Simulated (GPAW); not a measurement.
## Tl: optical spectrum from first principles

Aim: the dielectric function of Tl, and the optical constants that follow from it.

Calculated with GPAW 26.7.0; DFT, PBE, plane-wave PAW (GPAW data sets), scalar-relativistic, RPA, optical limit.

**1. The structure**

It takes space group P6_3/mmc (No. 194, hexagonal). The conventional cell has a = 3.456 Å, b = 3.456 Å, c = 5.525 Å, α = 90.00°, β = 90.00°, γ = 120.00°. Nearest to Tl lie 12 Tl at 3.41 to 3.46 Å.

**2. Ground state**

The self-consistent density comes first; it also tells whether there is a gap, which decides the occupations and the need for a Drude term.

This step: DFT, PBE, plane-wave PAW (GPAW data sets), scalar-relativistic, ground state (GPAW 26.7.0).

gs.py

```python
from ase import Atoms
from ase.dft.bandgap import bandgap
from gpaw import GPAW, PW, FermiDirac

atoms = Atoms(['Tl', 'Tl'],
              cell=[[3.456000000000, 0.000000000000, 0.000000000000],
                    [-1.728000000000, 2.992983795500, 0.000000000000],
                    [0.000000000000, 0.000000000000, 5.525000000000]],
              scaled_positions=[[0.666666666700, 0.333333333300, 0.750000000000],
                                [0.333333333300, 0.666666666700, 0.250000000000]],
              pbc=[True, True, True])
atoms.calc = GPAW(mode=PW(500), xc='PBE', kpts={'size': (9, 9, 4), 'gamma': True},
                  occupations=FermiDirac(0.05), maxiter=150, txt='gs.txt')
print('energy (eV)', atoms.get_potential_energy())
print('Fermi level (eV)', atoms.calc.get_fermi_level())
print('valence electrons', atoms.calc.get_number_of_electrons())
print('gap (eV)', bandgap(atoms.calc, output=None)[0])
print('direct gap (eV)', bandgap(atoms.calc, direct=True, output=None)[0])
atoms.calc.write('gs.gpw')
```

Run with:

```sh
OMP_NUM_THREADS=1 python gs.py
```

Numbers of over 12 decimals in the logs are rounded to 6 here.

What it wrote:

```text
__  _  _
 | _ |_)|_||  |
 |__||  | ||/\| - 26.7.0

Versions:
  Python: 3.12.14
  ASE:    3.29.0
  Numpy:  2.5.5
  Scipy:  1.18.1
  Libxc:  7.0.0

Input parameters:
  mode=PW(ecut=500.0),
  kpts=MonkhorstPack(size=(9, 9, 4), gamma=True),
  maxiter=150,
  occupations=Occupations(name='fermi-dirac', width=0.05, fixmagmom=False),
  xc=XC(name='PBE')

Diagonalizing LCAO Hamiltonian
Converting LCAO to pw mode

           Tl

        Tl

Atoms  # Å, Bohr magnetons
|   | symbol |         x |        y |        z |    initial magnetic moments |
| 0 |     Tl |  1.728000 | 0.997661 | 4.143750 | ( 0.0000,  0.0000,  0.0000) |
| 1 |     Tl | -0.000000 | 1.995323 | 1.381250 | ( 0.0000,  0.0000,  0.0000) |

Unit cell  # Å
| periodic |         x |        y |        z |  lengths |     angles |
|      yes |  3.456000 | 0.000000 | 0.000000 | 3.456000 |  90.000000 |
|      yes | -1.728000 | 2.992984 | 0.000000 | 3.456000 |  90.000000 |
|      yes |  0.000000 | 0.000000 | 5.525000 | 5.525000 | 120.000000 |

Number of symmetries: 12
Symmetry operations  # r_c * U_cc + t_c -> r_c
|    | kind |            matrix            |
|  0 |  σ   |  1, 1, 0,  0,-1, 0,  0, 0, 1 |
|  1 |  S6  |  1, 1, 0, -1, 0, 0,  0, 0,-1 |
|  2 |  E   |  1, 0, 0,  0, 1, 0,  0, 0, 1 |
|  3 |  C2  |  1, 0, 0, -1,-1, 0,  0, 0,-1 |
|  4 |  C2  |  0, 1, 0,  1, 0, 0,  0, 0,-1 |
|  5 |  C3  |  0, 1, 0, -1,-1, 0,  0, 0, 1 |
|  6 |  S6  |  0,-1, 0,  1, 1, 0,  0, 0,-1 |
|  7 |  σ   |  0,-1, 0, -1, 0, 0,  0, 0, 1 |
|  8 |  σ   | -1, 0, 0,  1, 1, 0,  0, 0, 1 |
|  9 |  i   | -1, 0, 0,  0,-1, 0,  0, 0,-1 |
| 10 |  C3  | -1,-1, 0,  1, 0, 0,  0, 0, 1 |
| 11 |  C2  | -1,-1, 0,  0, 1, 0,  0, 0,-1 |

BZ-sampling:
  Number of BZ points: 324
  Number of IBZ points: 43

  Monkhorst-Pack size: [9, 9, 4]
  Monkhorst-Pack shift: [0.0, 0.0, 0.125]

K-points  # in reciprocal-cell coordinates
|     |                                coordinates |     weight |
|   0 | (  0.00000000,   0.00000000,   0.00000000) | 0.00308642 |
|   1 | (  0.00000000,   0.00000000,   0.25000000) | 0.00617284 |
|   2 | (  0.00000000,   0.00000000,   0.50000000) | 0.00308642 |
|   3 | (  0.11111111,   0.00000000,  -0.25000000) | 0.01851852 |
|   4 | (  0.11111111,   0.00000000,   0.00000000) | 0.01851852 |
|   5 | (  0.11111111,   0.00000000,   0.25000000) | 0.01851852 |
|   6 | (  0.11111111,   0.00000000,   0.50000000) | 0.01851852 |
|   7 | (  0.22222222,  -0.11111111,   0.00000000) | 0.01851852 |
|   8 | (  0.22222222,  -0.11111111,   0.25000000) | 0.03703704 |
|   9 | (  0.22222222,  -0.11111111,   0.50000000) | 0.01851852 |
| ... |                                            |            |
|  42 | (  0.44444444,   0.44444444,   0.50000000) | 0.01851852 |

Plane wave coefficients: 1466
Cutoff: 500.0 eV

Spin-components: 1 (collinear spins)
Bands:           18
Projectors:      12
Spin-degeneracy: 2
Datatype:        complex128

Parallelization:
  kpt:    1
  domain: 1
  band:   1

Density:
  Valence electrons: 26.0
  Components: 1
  Grid points: [18 18 30]
  Charge: 0.0  # |e|

Potential:
  Grid points: [18 18 30]

species:
  Tl:
    name:    Thallium
    id:
    Z:       81.0
    valence: 13
    core:    68
    charge:  0.0  # [|e|]
    compensation charges:
      type: gauss
      rc: 0.38  # [Å]
      lmax: 2
    cutoffs:
      filter: 2.11  # [Å]
      core: 2.55  # [Å]
    projectors
    | kind |    occ | energy [eV] | rcut [Å] |
    |   6s |  2.000 |      -9.493 |    1.212 |
    |   6p |  1.000 |      -2.379 |    1.270 |
    |   5d | 10.000 |     -15.517 |    1.191 |
    |    s |        |      17.718 |    1.212 |
    |    p |        |      24.832 |    1.270 |
    |    d |        |      11.695 |    1.191 |

    Using partial waves for Tl as LCAO basis

Reference energy: -1100089.960543  # eV

eigensolver:
  PPCG
  Converge bands: occupied
  niter=2

density mixing:
  MSR1-Mixer
  Pratt-step length: 0.05
  Maximum mixing coefficient: 0.75
  Old densities: 10
  SVD Regularization: 0.005
  Good broyden scale: 1.0
  Trust region scale: 1.0
  Backstep threshold: 4.0
  History deletion threshold: 6.0
  Fourier metric: weight=20.0, sigma=0.015

occupation numbers:
  Fermi-Dirac:
    width: 0.0500  # eV

poisson solver:
  ecut: 4000.0  # eV

xc functional:
  name: PBE with 2 nearest neighbor stencil

convergence criteria:
- Maximum [total energy] change in last 3 cyles: 0.0005 eV / valence electron
- Maximum integral of absolute [dens]ity change: 0.0001 electrons / valence electron
- Maximum integral of absolute [eigenst]ate change: 4e-08 eV^2 / valence electron
maximum number of iterations: 150

SCF iterations
|iter     |      energy | eigst |  dens |
|iter:   1||   -5.000193 | -0.37 |       |
|iter:   2||   -4.989536 | -2.43 | -1.58 |
|iter:   3||   -4.925102 | -2.01 | -1.62 |
|iter:   4||   -4.925403 | -3.18 | -2.12 |
|iter:   5||   -4.925963c| -4.18 | -2.46 |
|iter:   6||   -4.925976c| -5.66 | -3.90 |
|iter:   7||   -4.925979c| -6.53 | -4.25c|
|iter:   8||   -4.925979c| -8.06c| -5.00c|

Converged in 8 steps
SCF loop duration: 17.388 s (2.174 s/step)
Energy contributions relative to reference atoms: (reference = -1100089.960543)

Energy contributions:
  Kinetic:          10.911616
  Coulomb:          -9.761223
  Zero:              0.184830
  External:          0.000000
  Xc:               -6.257416
  Entropy:          -0.007573
  Spinorbit:         0.000000
  ----------------------------
  Free energy:      -4.929765
  Extrapolated:     -4.925979

dipole moment: (0.000001, 0.000003, 0.000005)  # |e|*Ang

Fermi level: 7.331
Eigenvalues  # (at kpt = [0.000, 0.000, 0.000])
| band index |      eig [eV] | occ [0-2] |
|          0 |        -4.534 |     2.000 |
|        ... |               |           |
|          5 |        -4.218 |     2.000 |
|          6 |        -4.171 |     2.000 |
|          7 |        -4.171 |     2.000 |
|          8 |        -3.833 |     2.000 |
|          9 |        -3.833 |     2.000 |
|         10 |        -2.735 |     2.000 |
|         11 |         2.220 |     2.000 |
|         12 |         4.395 |     2.000 |
|         13 |        15.204 |     0.000 |
|         14 |        15.204 |     0.000 |
|         15 |        17.284 |     0.000 |
|         16 |        17.284 |     0.000 |
|         17 |        18.149 |     0.000 |

No gap
No difference between direct/indirect transitions

--- standard output ---
energy (eV) -4.925979
Fermi level (eV) 7.330827
valence electrons 26.0
gap (eV) 0.0
direct gap (eV) 0.0
```

Run time: 19 s. Hardware: 1 thread of Arm Neoverse V1, shared host; peak memory 0.16 GiB.

Numbers from this step:

```
energy       : -4.926 eV
Fermi energy : 7.331 eV
electrons    : 26
```

There are states at the Fermi level within the smearing, so the occupations stay smeared and the carriers get a Drude term.

**3. Bands for the response**

The response needs many more empty bands than the density does.

This step: DFT, PBE, plane-wave PAW (GPAW data sets), scalar-relativistic, bands at fixed density (GPAW 26.7.0).

nscf.py

```python
from ase.dft.bandgap import bandgap
from gpaw import GPAW, FermiDirac

calc = GPAW('gs.gpw').fixed_density(kpts={'size': (15, 15, 8), 'gamma': True}, nbands=47, convergence={'bands': 41},
                                    occupations=FermiDirac(0.05), txt='nscf.txt')
print('gap (eV)', bandgap(calc, output=None)[0])
print('direct gap (eV)', bandgap(calc, direct=True, output=None)[0])
print('top band over the Fermi level (eV)', min(calc.get_eigenvalues(kpt=k)[40] for k in range(len(calc.get_ibz_k_points()))) - calc.get_fermi_level())
calc.write('full.gpw', mode='all')
```

Run with:

```sh
OMP_NUM_THREADS=1 python nscf.py
```

What it wrote:

```text
Diagonalizing LCAO Hamiltonian
Converting LCAO to pw mode
convergence criteria:
- Maximum integral of absolute [eigenst]ate change: 4e-08 eV^2 / valence electron
maximum number of iterations: 150

SCF iterations
|iter     |      energy | eigst |  dens |
|iter:   1||             | +3.54 |       |
|iter:   2||             | +2.10 |       |
|iter:   3||             | +1.18 |       |
|iter:   4||             | +0.21 |       |
|iter:   5||             | -0.64 |       |
|iter:   6||             | -1.45 |       |
|iter:   7||             | -2.14 |       |
|iter:   8||             | -2.87 |       |
|iter:   9||             | -3.55 |       |
|iter:  10||             | -4.24 |       |
|iter:  11||             | -4.85 |       |
|iter:  12||             | -5.44 |       |
|iter:  13||             | -5.91 |       |
|iter:  14||             | -6.22 |       |
|iter:  15||             | -6.46 |       |
|iter:  16||             | -6.76 |       |
|iter:  17||             | -6.95 |       |
|iter:  18||             | -7.12 |       |
|iter:  19||             | -7.28 |       |
|iter:  20||             | -7.42c|       |
SCF steps: 20
  __  _  _
 | _ |_)|_||  |
 |__||  | ||/\| - 26.7.0

Versions:
  Python: 3.12.14
  ASE:    3.29.0
  Numpy:  2.5.5
  Scipy:  1.18.1
  Libxc:  7.0.0

Input parameters:
  mode=PW(ecut=500.0),
  convergence={'bands': 41},
  gpts=array([18, 18, 30]),
  kpts=MonkhorstPack(size=(15, 15, 8), gamma=True),
  maxiter=150,
  nbands=47,
  occupations=Occupations(name='fermi-dirac', width=0.05, fixmagmom=False),
  parallel={},
  xc=XC(name='PBE')

--- standard output ---
gap (eV) 0.0
direct gap (eV) 0.0
top band over the Fermi level (eV) 28.600017
```

It took 6.5 min on 1 thread; peak memory 0.4 GiB.

(Part 1 of 2 ends here.)

[Machine, clock and banner lines and Python warnings are left out of the logs.]

[Logs are printed without paths, hosts, clocks, repeated set-up lines and the standing remarks that a program may print on its own settings, such as how far it seeks lower states.]

[Hosts, paths, dates, database ids (printed as entryN), source tags and the programs' standing remarks are cut or masked in the printed files.]
